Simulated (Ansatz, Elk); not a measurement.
# How far do independent atoms describe ScSI?

Structure refinements treat a crystal as free atoms side by side. For a made-up structure of ScSI (cell and positions from a PBE relaxation) the runs below show what the calculated density changes in F(hkl).

Method: DFT, PBE, all-electron APW+lo, Dirac cores, scalar-relativistic bands, static density, no spin, in Elk 11.2.3 (patched build).

The structure was built from a prototype and need not be the compound's stable phase.

**1. The structure**

Symmetry: P4/nmm, No. 129, tetragonal system. Conventional cell: a = 4.832 Å, b = 4.832 Å, c = 6.832 Å, α = 90.00°, β = 90.00°, γ = 90.00°. I has 4 Sc at 3.28 Å and 4 I at 3.42 Å nearest. Sc has 4 S at 2.69 Å and 4 I at 3.28 Å nearest. S has 4 Sc at 2.69 Å nearest. Farther neighbours and most contacts between anions are not listed.

Structure file:

```cif
data_structure
_symmetry_space_group_name_H-M 'P 1'
_symmetry_Int_Tables_number 1
_cell_length_a 4.8317
_cell_length_b 4.8317
_cell_length_c 6.8325
_cell_angle_alpha 90.000
_cell_angle_beta 90.000
_cell_angle_gamma 90.000
_cell_volume 159.50
loop_
_atom_site_label
_atom_site_type_symbol
_atom_site_fract_x
_atom_site_fract_y
_atom_site_fract_z
_atom_site_occupancy
I1 I 0.50000 0.50000 0.00000 1
I2 I 0.00000 0.00000 0.00000 1
Sc3 Sc 0.50000 0.00000 0.32536 1
Sc4 Sc 0.00000 0.50000 0.67464 1
S5 S 0.50000 0.50000 0.50000 1
S6 S 0.00000 0.00000 0.50000 1
```

**2. Ground state and structure factors**

An all-electron density is needed, since X-rays see the cores too. Task 0 finds the density and task 195 Fourier-transforms it; tshift is off so that phases refer to the origin typed.

elk.in reads:

```
tasks
  0
  195

xctype
  20

spinpol
  .false.

rgkmax
  7.0

gmaxvr
  14.0

lmaxo
  7

lmaxapw
  8

swidth
  0.002

tshift
  .false.

ramdisk
  .false.

hmaxvr
  5.5

maxscl
  120

epspot
  1e-06

sppath
  './'

avec
  9.13052314275 0.00000000000 0.00000000000
  0.00000000000 9.13052314275 0.00000000000
  0.00000000000 0.00000000000 12.91154522572

atoms
  3
  'I.in'
  2
  0.5000000000 0.5000000000 -0.0000000000   0.000000 0.000000 0.000000
  0.0000000000 -0.0000000000 0.0000000000   0.000000 0.000000 0.000000
  'Sc.in'
  2
  0.5000000000 -0.0000000000 0.3253575797   0.000000 0.000000 0.000000
  0.0000000000 0.5000000000 0.6746424203   0.000000 0.000000 0.000000
  'S.in'
  2
  0.5000000000 0.5000000000 0.5000000000   0.000000 0.000000 0.000000
  -0.0000000000 0.0000000000 0.5000000000   0.000000 0.000000 0.000000

ngridk
  5 5 4
```

Started as:

```sh
> OMP_NUM_THREADS=4 elk
```

Numbers of over 12 decimals in the logs are rounded to 6 here.

What it wrote:

```text
┌─────────────────────────┐
│ Elk code version 11.2.3 │
└─────────────────────────┘

All units are atomic (Hartree, Bohr, etc.)

┌─────────────────────────────────────────────────┐
│ Ground-state run starting from atomic densities │
└─────────────────────────────────────────────────┘

Lattice vectors :
   9.130523143       0.000000000       0.000000000
   0.000000000       9.130523143       0.000000000
   0.000000000       0.000000000       12.91154523

Reciprocal lattice vectors :
  0.6881517312       0.000000000       0.000000000
   0.000000000      0.6881517312       0.000000000
   0.000000000       0.000000000      0.4866331022

Unit cell volume      :    1076.389726
Brillouin zone volume :   0.2304464706

Muffin-tin inner radius fraction :   0.1000000000E-01

Nuclei treated as point charges

Species : 1 (I)
 parameters loaded from : I.in
 name : iodine
 nuclear charge    :   -53.00000000
 electronic charge :    53.00000000
 atomic mass :    231332.6972
 muffin-tin radius :    2.600000000
 number of radial points in muffin-tin :   1193
 inner part over the whole radius :   0.9964907323E-02
 number on inner part of muffin-tin    :    851
 approximate nuclear radius :   0.9002358621E-04
 number of mesh points to nuclear radius :    431
 atomic positions (lattice), magnetic fields (Cartesian) :
  1 :   0.50000000  0.50000000  0.00000000    0.00000000  0.00000000  0.00000000
  2 :   0.00000000  0.00000000  0.00000000    0.00000000  0.00000000  0.00000000

Species : 2 (Sc)
 parameters loaded from : Sc.in
 name : scandium
 nuclear charge    :   -21.00000000
 electronic charge :    21.00000000
 atomic mass :    81949.61073
 muffin-tin radius :    2.400000000
 number of radial points in muffin-tin :    993
 inner part over the whole radius :   0.9898716403E-02
 number on inner part of muffin-tin    :    698
 approximate nuclear radius :   0.6711386133E-04
 number of mesh points to nuclear radius :    323
 atomic positions (lattice), magnetic fields (Cartesian) :
  1 :   0.50000000  0.00000000  0.32535758    0.00000000  0.00000000  0.00000000
  2 :   0.00000000  0.50000000 -0.32535758    0.00000000  0.00000000  0.00000000

Species : 3 (S)
 parameters loaded from : S.in
 name : sulphur
 nuclear charge    :   -16.00000000
 electronic charge :    16.00000000
 atomic mass :    58450.91931
 muffin-tin radius :    2.200000000
 number of radial points in muffin-tin :    793
 inner part over the whole radius :   0.9890556315E-02
 number on inner part of muffin-tin    :    554
 approximate nuclear radius :   0.6195814986E-04
 number of mesh points to nuclear radius :    251
 atomic positions (lattice), magnetic fields (Cartesian) :
  1 :   0.50000000  0.50000000  0.50000000    0.00000000  0.00000000  0.00000000
  2 :   0.00000000  0.00000000  0.50000000    0.00000000  0.00000000  0.00000000

Total number of atoms per unit cell :    6
Total muffin-tin volume :    352.2605011
 ratio of muffin-tin to unit cell volume :   0.3272611141

Spin treatment :
 spin-unpolarised

Number of Bravais lattice symmetries :   16
Number of crystal symmetries         :   16
Crystal has no inversion symmetry
Complex Hermitian eigensolver will be used

k-point grid :      5     5     4
k-point offset :    0.000000000       0.000000000       0.000000000
k-point set is reduced with full crystal symmetry group
Total number of k-points :       18

Muffin-tin radius times maximum |G+k| :    7.000000000
 using average radius
Maximum |G+k| for APW functions       :    2.916666667
Maximum (1/2)|G+k|²                   :    4.253472222
Maximum |G| for potential and density :    14.00000000
Constant for pseudocharge density :    9
 order of it for each species :   16  16  16
 order of it for pair densities of each species (exact exchange by exxq0 0: 17) :   11  10   7
Radial integration step length :    1

G-vector grid sizes :     42    42    60
Number of G-vectors :    50025

Maximum angular momentum used for
 APW functions            :    8
 outer part of muffin-tin :    7
[...]
exchange                    :     -484.03205756086
 correlation                 :     -8.768602
 electron entropic           :    -0.31003974907646E-03
 total energy                :     -16567.264982134

Density of states at Fermi energy :    22.22857902
 (states/Hartree/unit cell)

Estimated indirect band gap :   0.3674835466E-02
 from k-point 6 to k-point 1
Estimated direct band gap   :   0.7993251591E-02
 at k-point 6

Charges :
 core                        :    112.0000000
 valence                     :    68.00000000
 interstitial                :    11.07089746
 muffin-tins (core leakage)
  species : 1 (I)
[...]
species : 2 (Sc)
[...]
species : 3 (S)
[...]
total in muffin-tins        :    168.9291025
 total calculated charge     :    179.9994292
 total charge                :    180.0000000
 error                       :   0.5708137472E-03

RMS change in Kohn-Sham potential (target) :   0.3240617462     (  0.1000000000E-05)
Absolute change in total energy (target)   :   0.5299163858     (  0.1000000000E-03)

[... loops 3 to 15 left out ...]

┌──────────────────┐
│ Loop number : 16 │
└──────────────────┘

Energies :
 Fermi                       :     0.211681
 sum of occupied eigenvalues :     -10014.141629540
 electron kinetic            :      17434.580427861
 core electron kinetic       :      16916.293913828
 Coulomb                     :     -33506.971967778
 Coulomb potential           :     -26806.785994831
 nuclear-nuclear             :     -1531.4505811988
 electron-nuclear            :     -37170.716363691
 Hartree                     :      5195.1949771112
 Madelung                    :     -20103.578970363
 xc potential                :     -641.93606257044
 exchange                    :     -484.07446527021
 correlation                 :     -8.774247
 electron entropic           :    -0.23542420520356E-03
 total energy                :     -16565.240487561

Density of states at Fermi energy :    15.52697850
 (states/Hartree/unit cell)

Estimated indirect band gap :   0.5192328047E-02
 from k-point 6 to k-point 1
Estimated direct band gap   :   0.1096093179E-01
 at k-point 6

Charges :
 core                        :    112.0000000
 valence                     :    68.00000000
 interstitial                :    11.06323507
 muffin-tins (core leakage)
  species : 1 (I)
[...]
species : 2 (Sc)
[...]
species : 3 (S)
[...]
total in muffin-tins        :    168.9367649
 total calculated charge     :    179.9994164
 total charge                :    180.0000000
 error                       :   0.5836041527E-03

RMS change in Kohn-Sham potential (target) :   0.2648258922E-06 (  0.1000000000E-05)
Absolute change in total energy (target)   :   0.4371496107E-04 (  0.1000000000E-03)

Convergence targets achieved

┌──────────────────┐
│ Loop number : 17 │
└──────────────────┘

Energies :
 Fermi                       :     0.211681
 sum of occupied eigenvalues :     -10014.141636908
 electron kinetic            :      17434.580418716
 core electron kinetic       :      16916.293907584
 Coulomb                     :     -33506.971964645
 Coulomb potential           :     -26806.785995990
 nuclear-nuclear             :     -1531.4505811988
 electron-nuclear            :     -37170.716356197
 Hartree                     :      5195.1949727511
 Madelung                    :     -20103.578966649
 xc potential                :     -641.93605963322
 exchange                    :     -484.07446530770
 correlation                 :     -8.774247
 electron entropic           :    -0.23542454786421E-03
 total energy                :     -16565.240493603

Density of states at Fermi energy :    15.52699891
 (states/Hartree/unit cell)

Estimated indirect band gap :   0.5192324808E-02
 from k-point 6 to k-point 1
Estimated direct band gap   :   0.1096091589E-01
 at k-point 6

Charges :
 core                        :    112.0000000
 valence                     :    68.00000000
 interstitial                :    11.06323460
 muffin-tins (core leakage)
  species : 1 (I)
[...]
species : 2 (Sc)
[...]
atom 2                    :    18.93377200     ( -0.2163966908E-06)
  species : 3 (S)
   atom 1                    :    14.54539423     (  0.7025027034E-04)
   atom 2                    :    14.54539423     (  0.7025027034E-04)
 total in muffin-tins        :    168.9367654
 total calculated charge     :    179.9994164
 total charge                :    180.0000000
 error                       :   0.5836041303E-03

┌──────────────────────────────┐
│ Self-consistent loop stopped │
└──────────────────────────────┘

Warning : core states of species 1 leak from the muffin-tin :   0.2013651114E-03

Wrote STATE.OUT
```

It took 26 s on 4 threads of AMD EPYC 9B45 (Zen 5), shared host; peak memory 0.29 GiB; 68 s of CPU time.

SFACRHO.OUT:

```text

h k l indices transformed by vhmat matrix:
   1.000000000       0.000000000       0.000000000    
   0.000000000       1.000000000       0.000000000    
   0.000000000       0.000000000       1.000000000    

      h      k      l  multipl.   |H|            Re(F)            Im(F)           |F|

      0      0      0      1   0.0000000       180.00000      0.63128289E-16   180.00000    
      0      0     -1      2  0.48663310       53.788658     -0.67607636E-14   53.788658    
      0      1      0      4  0.68815173       0.0000000      0.86690632E-14  0.86690632E-14
      0      1      1      4  0.84283129      0.56017156E-14   31.043180       31.043180    
      0      1     -1      4  0.84283129     -0.18672385E-14  -31.043180       31.043180    
      1      1      0      4  0.97319351       84.652149     -0.92125550E-14   84.652149    
      0      0     -2      2  0.97326620       98.552343      0.74652796E-14   98.552343    
      1      1      1      8   1.0880797       79.670831     -0.93721250E-14   79.670831    
      0     -1     -2      4   1.1919731     -0.56017156E-14   25.487702       25.487702    
      0     -1      2      4   1.1919731      0.18672385E-14  -25.487702       25.487702    
      0      2      0      4   1.3763035       135.50783     -0.16922193E-13   135.50783    
     -1     -1      2      8   1.3763549       123.21446      0.11746915E-13   123.21446    
      0     -2      1      4   1.4598024       47.768638      0.74885565E-14   47.768638    
     -2      0      1      4   1.4598024       47.768638      0.74516311E-14   47.768638    
      0      0      3      2   1.4598993       89.600333      0.70287536E-14   89.600333    
      1      2      0      8   1.5387540       0.0000000      0.17007228E-13  0.17007228E-13
      1      2      1      8   1.6138698     -0.37344771E-14  -24.532312       24.532312    
     -2     -1      1      8   1.6138698     -0.37344771E-14   24.532312       24.532312
```

Elk indexes on the primitive cell of elk.in and gives |H| = 4π sin θ/λ in inverse bohr. Below, one row stands for each form hkl of the conventional cell (m members, Friedel mates merged), F is for one primitive cell and the density is static (no thermal factor). Free-atom factors are Waasmaier and Kirfel's, and R is Σm||F|−|F'||/Σm|F|.

```csv
hkl,m,sin θ/λ (Å⁻¹),"abs F, DFT",neutral atoms,diff.,abs of complex diff.
001,2,0.073,53.789,54.012,-0.223,0.223
100,4,0.103,0.000,0.000,+0.000,0.000
101,8,0.127,31.043,30.990,+0.053,0.053
110,4,0.146,84.652,83.788,+0.864,0.864
002,2,0.146,98.552,97.729,+0.824,0.824
111,8,0.164,79.671,80.001,-0.330,0.330
102,8,0.179,25.488,25.560,-0.072,0.072
200,4,0.207,135.508,135.510,-0.002,0.002
112,8,0.207,123.215,123.088,+0.127,0.127
201,8,0.220,47.769,47.720,+0.049,0.049
003,2,0.220,89.600,89.832,-0.232,0.232
210,8,0.231,0.000,0.000,+0.000,0.000
211,16,0.243,24.532,24.794,-0.262,0.262
103,8,0.243,3.933,4.173,-0.240,0.240
202,8,0.254,81.905,82.046,-0.141,0.141
113,8,0.264,31.449,31.396,+0.053,0.053
212,16,0.274,21.212,21.257,-0.045,0.045
220,4,0.293,117.096,117.608,-0.512,0.512
004,2,0.293,84.107,84.381,-0.273,0.273
221,8,0.302,44.027,43.861,+0.166,0.166
203,8,0.302,79.797,79.638,+0.160,0.160
300,4,0.310,0.000,0.000,+0.000,0.000
```

**3. The highest occupied states alone**

An energy window below the Fermi level keeps the highest occupied states, to see at which angles they scatter; shallow core shells can lie inside it and anion s states outside. No new self-consistency is needed.

Edit elk.in of step 2 so:

```diff
@@ -1,3 +1,2 @@
 tasks
-  0
   195
@@ -40,2 +39,5 @@
 
+wsfac
+  -0.229310 0.511680
+
 sppath
```

Started as:

```sh
> OMP_NUM_THREADS=4 elk
```

What it wrote:

```text
┌─────────────────────────────────┐
│ Elk code version 11.2.3 started │
└─────────────────────────────────┘

Info(readinput): the functional depends on the density's gradient
 muffin-tin radial points multiplied by    2.00000
 (not where nrmtscf is given)

┌────────────────────┐
│ Current task : 195 │
└────────────────────┘

Info(sfacrho): density structure factors written to SFACRHO.OUT

 Energy window :  -0.2293100000      0.5116800000

┌──────────────────┐
│ Elk code stopped │
└──────────────────┘
```

Run time: 8.8 s. Hardware: 4 threads; peak memory 0.18 GiB.

States within 12 eV below the Fermi level hold 24.02 electrons; any levels below the window count with the cores. Their amplitudes can exceed the total, where window and core parts have opposite phase:

```
hkl  sin θ/λ (Å⁻¹)  abs F, window  abs F, all
001          0.073          0.931      53.789
100          0.103          0.000       0.000
101          0.127          1.517      31.043
110          0.146          6.704      84.652
002          0.146          7.155      98.552
111          0.164          0.679      79.671
102          0.179          0.581      25.488
200          0.207          3.255     135.508
112          0.207          3.102     123.215
201          0.220          1.276      47.769
```

**4. Another functional**

The difference from free atoms is small, so it is set against the change that PBEsol makes.

Edit elk.in of step 3 so:

```diff
@@ -1,2 +1,3 @@
 tasks
+  0
   195
@@ -4,3 +5,3 @@
 xctype
-  20
+  22
 
@@ -39,5 +40,2 @@
 
-wsfac
-  -0.229310 0.511680
-
 sppath
```

Started as:

```sh
> OMP_NUM_THREADS=4 elk
```

What it wrote:

```text
┌─────────────────────────┐
│ Elk code version 11.2.3 │
└─────────────────────────┘

All units are atomic (Hartree, Bohr, etc.)

┌─────────────────────────────────────────────────┐
│ Ground-state run starting from atomic densities │
└─────────────────────────────────────────────────┘

Lattice vectors :
   9.130523143       0.000000000       0.000000000
   0.000000000       9.130523143       0.000000000
   0.000000000       0.000000000       12.91154523

Reciprocal lattice vectors :
  0.6881517312       0.000000000       0.000000000
[...]
species : 1 (I)
[...]
species : 2 (Sc)
[...]
species : 3 (S)
   atom 1                    :    14.52050141     (  0.7077055521E-04)
   atom 2                    :    14.52050141     (  0.7077055521E-04)
 total in muffin-tins        :    168.8668072
 total calculated charge     :    179.9994126
 total charge                :    180.0000000
 error                       :   0.5874115500E-03

┌──────────────────────────────┐
│ Self-consistent loop stopped │
└──────────────────────────────┘

Warning : core states of species 1 leak from the muffin-tin :   0.2031519307E-03

Wrote STATE.OUT
[key lines of the parts left out:]
total energy                :     -16556.263317299
```

Run time: 25 s. Hardware: 4 threads; peak memory 0.31 GiB.

Against the first run R = 0.02 %; the largest change is -0.054 at 002.

**5. Basis size**

A smaller basis shows how fast F responds to it; the change is likely larger than the basis error of the first run, but doesn't show convergence.

Edit elk.in of step 4 so:

```diff
@@ -5,3 +5,3 @@
 xctype
-  22
+  20
 
@@ -11,3 +11,3 @@
 rgkmax
-  7.0
+  5.5
```

Started as:

```sh
> OMP_NUM_THREADS=4 elk
```

What it wrote:

```text
┌─────────────────────────┐
│ Elk code version 11.2.3 │
└─────────────────────────┘

All units are atomic (Hartree, Bohr, etc.)

┌─────────────────────────────────────────────────┐
│ Ground-state run starting from atomic densities │
└─────────────────────────────────────────────────┘

Lattice vectors :
   9.130523143       0.000000000       0.000000000
   0.000000000       9.130523143       0.000000000
   0.000000000       0.000000000       12.91154523

Reciprocal lattice vectors :
  0.6881517312       0.000000000       0.000000000
[...]
species : 1 (I)
[...]
species : 2 (Sc)
[...]
species : 3 (S)
   atom 1                    :    14.50436119     (  0.6981405361E-04)
   atom 2                    :    14.50436119     (  0.6981405361E-04)
 total in muffin-tins        :    168.7215259
 total calculated charge     :    179.9994793
 total charge                :    180.0000000
 error                       :   0.5206851073E-03

┌──────────────────────────────┐
│ Self-consistent loop stopped │
└──────────────────────────────┘

Warning : core states of species 1 leak from the muffin-tin :   0.2016348605E-03

Wrote STATE.OUT
[key lines of the parts left out:]
total energy                :     -16565.131968668
```

Wall time 20 s (4 threads); peak memory 0.3 GiB; 45 s of CPU time.

Against the first run R = 0.04 %; the largest change is -0.079 at 200.

**6. Settings against the effect**

```
          run  R against the first run (%)  R against neutral atoms, low angle (%)  wall time
PBE, rgkmax 7                         0.00                                    0.36       26 s
       PBEsol                         0.02                                    0.36       25 s
   rgkmax 5.5                         0.04                                    0.39       20 s
```

**7. What came out**

| Quantity | Value |
| --- | --- |
| R against neutral atoms, sin θ/λ < 0.3 Å⁻¹ | 0.36 % |
| R against neutral atoms, 0.3 to 0.66 Å⁻¹ | 0.15 % |

In words: Independent neutral atoms miss the calculated amplitudes by R = 0.36 % below 0.3 Å⁻¹ and 0.15 % from there to 0.66 Å⁻¹; by shells, 0.67 % below 0.15 Å⁻¹ (4 forms), 0.31 % 0.15 to 0.3 (13 forms), 0.19 % 0.3 to 0.45 (34 forms), 0.14 % above 0.45 (88 forms). Bonding, aspherical density and the tables' own atoms all enter these figures, and the runs don't part them. The largest change of an amplitude is +0.86 electrons, at 110. The window's part falls from 24.0 electrons at the origin to at most 0.37 between 0.45 and 0.66 Å⁻¹. Below 0.3 Å⁻¹ the changes that finished (PBEsol and rgkmax 5.5) move F by R = 0.05 % at most, against the 0.36 % that separates it from free atoms. The k-mesh has no finished test. Part of the difference isn't bonding: the tables are fits to free atoms and ions calculated by other methods than this functional. Thermal motion, anomalous dispersion and extinction are left out.

[Logs are printed without paths, hosts, clocks, repeated set-up lines and the standing remarks that a program may print on its own settings, such as how far it seeks lower states.]

[Hosts, paths, dates, database ids (printed as entryN), source tags and the programs' standing remarks are cut or masked in the printed files.]
